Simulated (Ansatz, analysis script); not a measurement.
**Stoner picture of RbCrSe2**

Wanted: E(M), the field that holds each moment, and the spin susceptibility of RbCrSe2.

Method: LDA with U = 3.5 eV on Cr d, PAW set soft_2 (files made for PBE), in Ansatz 0.2.0.

**1. The structure**

The structure is trigonal, space group R3m (No. 160). The conventional cell has a = 3.855 Å, b = 3.855 Å, c = 23.233 Å, α = 90.00°, β = 90.00°, γ = 120.00°. Nearest to Rb lie 6 Se at 3.36 to 3.40 Å. Nearest to Cr lie 6 Se at 2.59 to 2.60 Å. Nearest to Se lie 3 Cr at 2.60 Å and 3 Rb at 3.40 Å. Nearest to Se lie 3 Cr at 2.59 Å and 3 Rb at 3.36 Å. Farther neighbours and most contacts between anions are not listed.

The cell comes from the Materials Project, a database of computed structures, and the real compound, where it exists, may take another one.

**2. Starting state**

A collinear run comes first: it shows whether moments survive, and how large they are.

Contents of input.yaml:

```yaml
crystal:
  lattice:
    - [1.9273323468, 1.1127458493, 7.7443021823]
    - [-1.9273323468, 1.1127458493, 7.7443021823]
    - [0.0, -2.2254916985, 7.7443021823]
  atoms:
    - { symbol: Rb, position: [0.16591535, 0.16591535, 0.16591535] }
    - { symbol: Cr, position: [0.99775037, 0.99775037, 0.99775037], spin: 3.0 }
    - { symbol: Se, position: [0.38858997, 0.38858997, 0.38858997] }
    - { symbol: Se, position: [0.60743919, 0.60743919, 0.60743919] }
magnetization:
  spin_polarized: true
kpoints:
  mp_grid: { grid: [6, 6, 6] }
hamiltonian:
  xc: lda
  hubbard: { sites: [{ species: Cr, l: d, u_eff: 3.5 }] }
scf:
  occupations: { method: fermi_dirac, width: 0.05 }
  max_iter: 120
  convergence: { dr2_threshold: 1.0e-08 }
output:
  write_density: true
  write_potential: true
  elf: true
  volumetric_format: npy
```

Run with:

```bash
$ ansatz run input.yaml --threads 1 --pin off --max-ram 2048MiB --backend cpu --events-out ev --progress --plain --runs-dir out
```

Numbers of over 12 decimals in the logs are rounded to 6 here.

The log of the run:

```text
basis.fft_grid_basis auto: the FFT boxes are laid along the combinations [[1, -1, 0], [0, 1, 0], [0, -1, 1]] of the cell's own vectors, 3.855, 8.058 and 3.855 Å long. The dense box has 27×54×27 points. Along the cell's own vectors, as sized, it would have 54×54×54, 4.00 times as many. Of the 6 symmetry operations that the crystal satisfies within crystal.symmetry.tolerance (time reversal apart; of a slab, those that  [...]
Rb: projections on atomic orbitals take those of the free atom [Ar 3d10] 4s2 4p6 5s1, of charge +0.00 (hamiltonian.pseudopotentials.projection_atoms); the dataset's partial waves leave at most 2.5e-6 of an orbital's norm unspanned inside its sphere
Cr: projections on atomic orbitals take those of the free atom [Ne] 3s2 3p6 3d5 4s1, of charge +0.00 (hamiltonian.pseudopotentials.projection_atoms); the dataset's partial waves leave at most 7.0e-7 of an orbital's norm unspanned inside its sphere
Se: projections on atomic orbitals take those of the free atom [Ar] 3d10 4s2 4p4, of charge +0.00 (hamiltonian.pseudopotentials.projection_atoms); the dataset's partial waves leave at most 2.3e-6 of an orbital's norm unspanned inside its sphere
Engine: ansatz 0.2.0, x86_64-unknown-linux-gnu
Pseudopotentials: kind: paw
Pseudopotential: Rb, paw, valence charge 9, recommended cutoff 420 eV (normal), Rb.paw.azcp
Pseudopotential: Cr, paw, valence charge 14, recommended cutoff 420 eV (normal), Cr.paw.azcp
Pseudopotential: Se, paw, valence charge 16, recommended cutoff 420 eV (normal), Se.paw.azcp
Functional definition: SPW92
  exchange = slater_x
  correlation = pw_c
Crystal: 4 atoms, lattice volume = 99.652 Å³
Basis set: ecut = 420 eV, 1969 PW (Γ), FFT grids on a1−a2, a2, −a2+a3
Bands: 35, of which v1, the nominal top of the filled ones, is band 28 counted from 1 (27 counted from 0)
Symmetry: 6 space group operations
Space group: R3m (ITA 160), of the structure as read, at distance tolerance 4.6e-5 Å
Magnetic group: BNS 160.65 (UNI 1295), of the structure as read, at distance tolerance 4.6e-5 Å
k-points: 32 of 216 (time reversal used)
Non-local potential: Rb, projectors of the file, l = 0: 3, l = 1: 2, l = 2: 2
Non-local potential: Cr, projectors of the file, l = 0: 3, l = 1: 2, l = 2: 3, l = 3: 1
Non-local potential: Se, projectors of the file, l = 0: 2, l = 1: 2, l = 2: 3, l = 3: 1
PAW form: soft (Blöchl's): semilocal exchange-correlation on the pseudo side does not see the compensation charge
PAW frozen core: Rb, regenerated for the run's functional, and the local potential with it (the file was generated under x = pbe(κ = 0.804, μ = 0.219515), c = pbe(β = 0.066725))
PAW frozen core: Cr, regenerated for the run's functional, and the local potential with it (the file was generated under x = pbe(κ = 0.804, μ = 0.219515), c = pbe(β = 0.066725))
PAW frozen core: Se, regenerated for the run's functional, and the local potential with it (the file was generated under x = pbe(κ = 0.804, μ = 0.219515), c = pbe(β = 0.066725))
PAW one-centre angular grid: Rb, 110 points (default); XC on 64 Gauss nodes
PAW one-centre angular grid: Cr, 590 points (default); XC on 64 Gauss nodes
PAW one-centre angular grid: Se, 590 points (default); XC on 64 Gauss nodes
Initial density: superposition of atomic densities (chi_scale 0.1, normalization cell, long waves kept (reshape's long-wave potential 0.22 eV rms))
Starting moments: Σ|m| = 3 μB on 1 of 4 sites
Initial wavefunctions: pseudopotential atomic-orbital guess
Functional: x = slater, c = lda
SCF iter   1: F=—  HF=-17263.567336 eV  |F-HF|=—  |Δ(HF+E_count)|=         —  Δρ=6.02e-2 (↑6.02e-2 ↓3.25e-2)  dr2=2.72e1  dr2_m=4.25e-1  M=2.679 μB ∫|m|=3.392 μB  β_m=0.30  ethr=3.10e-3  ⟨swp⟩=7.1  Hψ=9692  notcnv=0
preconditioner: auto → Kerker (q_TF=auto, 2.471 Å⁻¹)  [metal: Δε(μ)=0.010 eV  Ē_g=10.038 eV  σ=0.050 eV  W_gap=0.05  n_scr=30 (ndim 8)  ℏωp=18.6 eV  f_vac=0.012  D(μ)=3.90/eV (n_scr^D=30)]
spin=Collinear: Kerker preconditioning applied to the charge; magnetization (m = ρ↑ − ρ↓) channel mixes plain (no charge-response kernel on spin).
SCF iter   2: F=—  HF=-17262.290837 eV  |F-HF|=—  |Δ(HF+E_count)|=    1.28e0  Δρ=2.46e-2 (↑2.46e-2 ↓2.34e-2)  dr2=6.92e0  dr2_m=2.23e-1  M=3.011 μB ∫|m|=4.027 μB  β_m=1.00  ethr=3.10e-3  ⟨swp⟩=3.0  Hψ=4522  notcnv=0  defer=59
preconditioner: auto → Resta (q_TF=auto, 2.471 Å⁻¹)  ε∞=4.6  [insulator: Δε(μ)=0.126 eV  Ē_g=9.821 eV  σ=0.050 eV  W_gap=0.55  n_scr=30 (ndim 8)  ℏωp=18.6 eV  f_vac=0.016  D(μ)=0.39/eV (n_scr^D=2)  ε∞_Penn≈4.6]
spin=Collinear: Resta preconditioning applied to the charge; magnetization (m = ρ↑ − ρ↓) channel mixes plain (no charge-response kernel on spin).
SCF iter   3: F=—  HF=-17261.526220 eV  |F-HF|=—  |Δ(HF+E_count)|=   7.65e-1  Δρ=1.07e-2 (↑1.06e-2 ↓1.07e-2)  dr2=2.49e0  dr2_m=2.25e-3  M=3.000 μB ∫|m|=4.162 μB  β_m=1.00  ethr=3.10e-3  ⟨swp⟩=3.3  Hψ=3514  notcnv=0  defer=59
SCF iter   4: F=—  HF=-17261.110459 eV  |F-HF|=—  |Δ(HF+E_count)|=   4.16e-1  Δρ=4.86e-3 (↑4.10e-3 ↓4.86e-3)  dr2=2.09e-1  dr2_m=1.88e-3  M=3.000 μB ∫|m|=4.240 μB  β_m=1.00  ethr=3.10e-3  ⟨swp⟩=3.7  Hψ=3515  notcnv=0  defer=62
SCF iter   5: F=—  HF=-17261.125583 eV  |F-HF|=—  |Δ(HF+E_count)|=   1.51e-2  Δρ=5.10e-3 (↑5.10e-3 ↓3.62e-3)  dr2=7.91e-2  dr2_m=2.52e-3  M=3.000 μB ∫|m|=4.308 μB  β_m=1.00  ethr=3.80e-4  ⟨swp⟩=3.7  Hψ=3778  notcnv=0  defer=78
SCF iter   6: F=—  HF=-17261.139531 eV  |F-HF|=—  |Δ(HF+E_count)|=   1.39e-2  Δρ=1.27e-3 (↑1.27e-3 ↓7.41e-4)  dr2=3.18e-3  dr2_m=3.37e-4  M=3.000 μB ∫|m|=4.284 μB  β_m=0.30  ethr=1.44e-4  ⟨swp⟩=2.3  Hψ=3152  notcnv=0  defer=78
SCF iter   7: F=—  HF=-17261.157551 eV  |F-HF|=—  |Δ(HF+E_count)|=   1.80e-2  Δρ=1.03e-3 (↑1.03e-3 ↓5.37e-4)  dr2=1.39e-3  dr2_m=2.24e-4  M=3.000 μB ∫|m|=4.277 μB  β_m=0.30  ethr=5.78e-6  ⟨swp⟩=2.5  Hψ=3966  notcnv=0  defer=78
Mixer restart at iter 7: flushing history
spin-set hold released at iteration 7 (site moments contracting): the magnetisation degrees of freedom join the quasi-Newton model from the next iteration; the mixer history was flushed
SCF iter   8: F=—  HF=-17261.167152 eV  |F-HF|=—  |Δ(HF+E_count)|=   9.60e-3  Δρ=6.79e-4 (↑6.79e-4 ↓4.27e-4)  dr2=7.37e-4  dr2_m=1.09e-4  M=3.000 μB ∫|m|=4.274 μB  β_m=0.65  ethr=2.53e-6  ⟨swp⟩=1.5  Hψ=2360  notcnv=0  defer=78
SCF iter   9: F=—  HF=-17261.177411 eV  |F-HF|=—  |Δ(HF+E_count)|=   1.03e-2  Δρ=1.02e-3 (↑1.02e-3 ↓1.50e-4)  dr2=1.57e-3  dr2_m=1.94e-4  M=3.000 μB ∫|m|=4.249 μB  β_m=0.54  ethr=1.34e-6  ⟨swp⟩=2.0  Hψ=4038  notcnv=0  defer=78
SCF iter  10: F=—  HF=-17261.177243 eV  |F-HF|=—  |Δ(HF+E_count)|=   1.68e-4  Δρ=2.25e-4 (↑2.25e-4 ↓1.47e-4)  dr2=4.68e-5  dr2_m=2.49e-5  M=3.000 μB ∫|m|=4.255 μB  β_m=0.77  ethr=1.34e-6  ⟨swp⟩=2.0  Hψ=3130  notcnv=0  defer=78
SCF iter  11: F=—  HF=-17261.177310 eV  |F-HF|=—  |Δ(HF+E_count)|=   6.68e-5  Δρ=1.97e-4 (↑1.97e-4 ↓4.99e-5)  dr2=3.77e-5  dr2_m=1.23e-5  M=3.000 μB ∫|m|=4.247 μB  β_m=0.83  ethr=8.52e-8  ⟨swp⟩=2.0  Hψ=3570  notcnv=0  defer=78
SCF iter  12: F=—  HF=-17261.177314 eV  |F-HF|=—  |Δ(HF+E_count)|=   4.61e-6  Δρ=2.99e-5 (↑1.52e-5 ↓2.99e-5)  dr2=1.07e-6  dr2_m=3.73e-7  M=3.000 μB ∫|m|=4.245 μB  β_m=0.83  ethr=6.86e-8  ⟨swp⟩=2.0  Hψ=3691  notcnv=0  defer=78
SCF iter  13: F=—  HF=-17261.177314 eV  |F-HF|=—  |Δ(HF+E_count)|=   2.24e-8  Δρ=1.56e-5 (↑1.56e-5 ↓4.45e-6)  dr2=2.30e-7  dr2_m=8.28e-8  M=3.000 μB ∫|m|=4.244 μB  β_m=0.91  ethr=1.94e-9  ⟨swp⟩=2.0  Hψ=3899  notcnv=0  defer=78
SCF iter  14: F=—  HF=-17261.177314 eV  |F-HF|=—  |Δ(HF+E_count)|=   3.46e-8  Δρ=8.87e-6 (↑8.87e-6 ↓1.61e-6)  dr2=1.40e-7  dr2_m=1.44e-8  M=3.000 μB ∫|m|=4.243 μB  β_m=0.81  ethr=4.18e-10  ⟨swp⟩=2.0  Hψ=3856  notcnv=0  defer=78
SCF iter  15: F=—  HF=-17261.177314 eV  |F-HF|=—  |Δ(HF+E_count)|=   2.38e-8  Δρ=3.18e-6 (↑3.18e-6 ↓5.72e-7)  dr2=1.49e-8  dr2_m=1.91e-9  M=3.000 μB ∫|m|=4.243 μB  β_m=0.90  ethr=2.54e-10  ⟨swp⟩=2.0  Hψ=3837  notcnv=0  defer=78
SCF iter  16: F=-17261.177314 eV  HF=-17261.177314 eV  |F-HF|=4.33e-10  |Δ(HF+E_count)|=  9.79e-10  Δρ=4.41e-7 (↑4.41e-7 ↓2.59e-7)  dr2=5.07e-10  dr2_m=1.45e-11  M=3.000 μB ∫|m|=4.243 μB  ethr=1.82e-11  ⟨swp⟩=7.5  Hψ=6537  notcnv=0
SCF 1 converged in 16 iterations: F = -17261.177314 eV  dr2 = 5.07e-10
  greatest PAW one-centre occupation: 1.000 electrons in one spin orbital (limit 2), on the Cr atom at site 1 (counted from 0), in its partial waves of l = 0
SCF converged after 16 iterations
Magnetization: 3.0000 μB (29.0000 up, 26.0000 down)
Absolute magnetization: 4.2166 μB (∫|ρ↑−ρ↓|, with the PAW one-centre terms)
Spin contamination: 0.3113 ħ² per cell (⟨S²⟩ above its minimum at these occupations)
Per-site moments (μB) at R_I (Å): [(-0.014953, 1.384851), (3.236414, 1.068141), (-0.206522, 1.070738), (-0.199411, 1.068141)]
Free energy (F): -17261.177314 eV
Harris-Foulkes:  -17261.177314 eV  (|F-HF|=4.33e-10)
Internal energy: -17261.177298 eV  (E = F + TS)
E sigma→0 (E₀):  -17261.177306 eV
Entropy (-TS):   -0.000016 eV (-0.004 meV/atom)
Fermi energy:    8.400949 eV
--- Per-component energies (eV) ---
  E_band       = -1096.619807
  E_kinetic    = 773.719897
  E_local      = -8744.237200  (includes V_loc(G=0)·N_el)
  E_nonlocal   = -914.496800
  E_hartree    = 4079.396116
  E_xc         = -474.330530
  E_vxc        = -510.545130  (∫ρ·V_xc dr)
  E_hubbard    = 1.729974  (on-site DFT+U / exact-exchange correction)
  E_vhub       = -4.809108  (the Hubbard potential's part of the band-sum identity)
  E_paw        = -7320.563663  (= ΣΔE_a)
  E_vpaw       = 144.958339  (= ΣTr[D̂ρ^β])
  E_aug_tail   = -0.000912  (compensation charges beyond the density's cutoff)
  E_ewald      = -4667.465288
  E_core_change = 5.071108  (= ΣΔE_core)
  E_smearing   = -0.000016  (= −TS)
  E_closure    = 0.000000  (closes the sum)
  Σ components = -17261.177314   (vs F -17261.177314, Δ=0.00e0)
--- Band table (eV; the first three rows and the last of 64) ---
  k-point 0 ↑: bands = [... 24 lower, 5.5962, 6.2222, 7.6694, 7.9824, 7.9824, 9.9757, 9.9757, 9.9930, ... 3 higher]
  k-point 1 ↑: bands = [... 24 lower, 5.4195, 6.0299, 7.1130, 7.7180, 7.7456, 9.0987, 9.8168, 10.7761, ... 3 higher]
  k-point 2 ↑: bands = [... 24 lower, 5.1904, 5.8909, 6.4692, 6.9671, 6.9834, 9.0889, 9.8134, 11.1046, ... 3 higher]
  k-point 31 ↓: bands = [... 24 lower, 7.8849, 7.8849, 10.7245, 11.0731, 11.0731, 11.3991, 12.1466, 12.1466, ... 3 higher]
Occupation matrices written to <dir>
```

The job ended after 33 s (1 thread of Intel Xeon Platinum 8488C (Sapphire Rapids), shared host; peak memory 0.54 GiB).

Spin moment in the atom's sphere by atom:

| atom | spin moment in the atom's sphere (μB) |
| --- | --- |
| Rb1 | -0.01 |
| Cr2 | 3.24 |
| Se3 | -0.21 |
| Se4 | -0.20 |

Tables count atoms from 1; parts of the log count from 0.

The run ends ferromagnetic on the main sites, with smaller opposed moments on others, with a net moment of 3 μB a cell. With one Cr atom carrying the moment, parallel order of its images is forced by the cell, not found.

Spin density in the ac plane of the conventional cell at fractional y = 0.000, with atoms of Rb and Cr and Se within 0.2 Å of it.

Values in e/Å³, 24 rows by 14 columns, each cell a mean:
```
1.5 0.9 0.3 0.1 0.0 0.0 0.0 0.0 0.0 0.0 0.1 0.2 0.5 1.2
0.0 0.0 0.0 0.0 0.0 0.0 0.0 0.0 0.0 0.0 0.0 0.0 0.0 0.0
0.0 0.0 0.0 0.0 0.0 0.0 0.0 0.0 0.0 0.0 0.0 0.0 0.0 0.0
0.0 0.0 0.0 0.0 0.0 0.0 0.0 0.0 0.0 0.0 0.0 0.0 0.0 0.0
0.0 0.0 0.0 0.0 0.0 0.0 0.0 0.0 0.0 0.0 0.0 0.0 0.0 0.0
0.0 0.0 0.0 0.0 0.0 0.0 0.0 0.0 0.0 0.0 0.0 0.0 0.0 0.0
0.0 0.0 0.0 0.0 0.0 0.0 0.0 0.0 0.0 0.0 0.0 0.0 0.0 0.0
0.0 0.0 0.0 0.0 0.0 0.0 0.1 0.1 0.1 0.0 0.0 0.0 0.0 0.0
0.0 0.0 0.0 0.0 0.0 0.0 0.1 0.1 0.0 0.0 0.0 0.0 0.0 0.0
0.0 0.0 0.0 0.0 0.0 0.0 0.0 0.0 0.0 0.0 0.0 0.0 0.0 0.0
0.0 0.0 0.0 0.0 0.0 0.0 0.0 0.0 0.0 0.0 0.0 0.0 0.0 0.0
0.0 0.0 0.0 0.0 0.0 0.0 0.0 0.0 0.0 0.0 0.0 0.0 0.0 0.0
0.0 0.0 0.0 0.0 0.0 0.0 0.0 0.0 0.0 0.0 0.0 0.0 0.0 0.0
0.0 0.0 0.0 0.0 0.0 0.0 0.0 0.0 0.0 0.0 0.0 0.0 0.0 0.0
0.0 0.0 0.0 0.0 0.0 0.0 0.0 0.0 0.0 0.0 0.0 0.0 0.0 0.0
0.0 0.0 0.0 0.0 0.0 0.0 0.1 0.1 0.1 0.0 0.0 0.0 0.0 0.0
0.0 0.0 0.0 0.0 0.0 0.0 0.0 0.0 0.0 0.0 0.0 0.0 0.0 0.0
0.0 0.0 0.0 0.0 0.0 0.0 0.0 0.0 0.0 0.0 0.0 0.0 0.0 0.0
0.0 0.0 0.0 0.0 0.0 0.0 0.0 0.0 0.0 0.0 0.0 0.0 0.0 0.0
0.0 0.0 0.0 0.0 0.0 0.0 0.0 0.0 0.0 0.0 0.0 0.0 0.0 0.0
0.0 0.0 0.0 0.0 0.0 0.0 0.0 0.0 0.0 0.0 0.0 0.0 0.0 0.0
0.0 0.0 0.0 0.0 0.0 0.0 0.0 0.0 0.0 0.0 0.0 0.0 0.0 0.0
0.1 0.1 0.0 0.0 0.0 0.0 0.0 0.0 0.0 0.0 0.0 0.0 0.1 0.1
2.8 1.7 0.6 0.2 0.1 0.0 0.0 0.0 0.0 0.0 0.1 0.3 1.0 2.2
```
Columns run along a (3.9 Å), rows up along c (23.2 Å), edges of the conventional cell, whose origin can differ from the input's. Atoms in or near the plane, at fractional coordinates: Rb at (0.00, 0.83), Cr at (0.00, 0.00), Se at (0.00, 0.61), Se at (0.00, 0.39).

Valence density in the ac plane of the conventional cell at fractional y = 0.000, with atoms of Rb and Cr and Se within 0.2 Å of it. It is the smooth field of the valence electrons, not physical close to the nuclei.

Ten steps, logarithmic in the rise over the least value, from '0' (0 e/Å³) to '9' (24 e/Å³), each cell a mean:
```
75311111111246
00001111111000
11000000000011
44421000001344
44321000001334
00000000000000
00001122110000
00001111110000
65321110111246
98521000012368
21110000000112
00000111100000
00000011100000
43210000001123
98521100012369
33211111111123
00001111110000
00001111110000
00000000000000
00000111100000
00000011100000
00000000000000
11011111111111
87521111111367
```
Columns run along a (3.9 Å), rows up along c (23.2 Å), edges of the conventional cell, whose origin can differ from the input's. Atoms in or near the plane, at fractional coordinates: Rb at (0.00, 0.83), Cr at (0.00, 0.00), Se at (0.00, 0.61), Se at (0.00, 0.39).

ELF in the ac plane of the conventional cell at fractional y = 0.000, with atoms of Rb and Cr and Se within 0.2 Å of it. It is the smooth field of the valence electrons, not physical close to the nuclei.

Ten even steps from '_' (0.01) to '@' (0.81), each cell a mean:
```
##++--::==++++++++==--::==**
....::==**##%%%%%%##++--....
==--::..::--======::..::----
**%%@@@@++::______--##@@@@##
%%%%@@##==..______::++%%@@%%
::......--==****++==::....::
____..--**%%@@@@%%##++::..__
::::::::::--====----::::::::
##%%%%##++--....::==**%%%%##
==**%%@@%%++::..--**@@@@%%++
@@%%##++--..____..::==**%%@@
....__..::++####**==..__....
----....::--++++==--....::--
@@@@@@##++::____..--**%%@@@@
--**%%@@%%++::..--**@@@@##==
######**==::......--++**####
......::==++****++==--......
____..--**%%%%@@%%##++::____
______..::::------::..______
______..--==++**++==::______
________::--======--..______
____..::--========--::..____
....::==**##%%%%%%##++--::..
@@%%++::::--======--::--**%%
```
Columns run along a (3.9 Å), rows up along c (23.2 Å), edges of the conventional cell, whose origin can differ from the input's. Atoms in or near the plane, at fractional coordinates: Rb at (0.00, 0.83), Cr at (0.00, 0.00), Se at (0.00, 0.61), Se at (0.00, 0.39).

**3. Without spin**

The state without spin is the zero of E(M).

input.yaml, the sections that differ from step 2:

```yaml
crystal:
  lattice:
    - [1.9273323468, 1.1127458493, 7.7443021823]
    - [-1.9273323468, 1.1127458493, 7.7443021823]
    - [0.0, -2.2254916985, 7.7443021823]
  atoms:
    - { symbol: Rb, position: [0.16591535, 0.16591535, 0.16591535] }
    - { symbol: Cr, position: [0.99775037, 0.99775037, 0.99775037] }
    - { symbol: Se, position: [0.38858997, 0.38858997, 0.38858997] }
    - { symbol: Se, position: [0.60743919, 0.60743919, 0.60743919] }
basis:
  ecutwfc: 420.0
output:
  eigenvalues: true
# kpoints, hamiltonian, scf: as in step 2
# magnetization: removed
```

The log of the run:

```text
[...]
Crystal: 4 atoms, lattice volume = 99.652 Å³
Basis set: ecut = 420 eV, 1969 PW (Γ), FFT grids on a1−a3, a2−a3, a3
Bands: 33, of which v1, the nominal top of the filled ones, is band 28 counted from 1 (27 counted from 0)
Symmetry: 6 space group operations
[...]
k-points: 32 of 216 (time reversal used)
[...]
SCF iter   1: F=—  HF=-17259.758662 eV  |F-HF|=—  |Δ(HF+E_count)|=         —  Δρ=9.00e-2  dr2=2.40e1  ethr=3.10e-3  ⟨swp⟩=6.8  Hψ=4343  notcnv=0
[...]
SCF iter  18: F=-17257.915381 eV  HF=-17257.915381 eV  |F-HF|=3.65e-9  |Δ(HF+E_count)|=  4.66e-10  Δρ=1.70e-6  dr2=3.58e-9  ethr=1.82e-11  ⟨swp⟩=2.0  Hψ=2680  notcnv=0
SCF 1 converged in 18 iterations: F = -17257.915381 eV  dr2 = 3.58e-9
[...]
SCF converged after 18 iterations
Free energy (F): -17257.915381 eV
[...]
Internal energy: -17257.867953 eV  (E = F + TS)
E sigma→0 (E₀):  -17257.891667 eV
Entropy (-TS):   -0.047429 eV (-11.857 meV/atom)
Fermi energy:    8.605159 eV
[...]
--- Band table (eV; the first three rows and the last of 32) ---
  k-point 0: bands = [... 24 lower, 7.5406, 7.8773, 7.8773, 8.7945, 8.7945, 10.0270, 10.5476, 10.5476, ... 1 higher]
  k-point 1: bands = [... 24 lower, 7.3620, 7.4724, 7.7458, 8.8408, 8.9493, 9.8599, 10.4589, 10.8151, ... 1 higher]
  k-point 2: bands = [... 24 lower, 6.6699, 6.8320, 7.5080, 8.6822, 8.7759, 9.9628, 10.6902, 11.1326, ... 1 higher]
  k-point 31: bands = [... 24 lower, 7.6714, 7.8827, 7.8827, 8.7905, 8.7905, 10.5047, 10.5047, 10.7411, ... 1 higher]
Occupation matrices written to <dir>
```

Run time: 16 s. Hardware: 1 thread; peak memory 0.45 GiB.

The free collinear run lies 3262 meV below it.

(Continued in part 2 of 2.)

[Logs and program files are shortened in this print: banners, set-up blocks, solver, clock and traceback lines can be left out without a mark of their own.]

[Logs are printed without paths, hosts, clocks, repeated set-up lines and the standing remarks that a program may print on its own settings, such as how far it seeks lower states.]

[Hosts, paths, dates, database ids (printed as entryN), source tags and the programs' standing remarks are cut or masked in the printed files.]
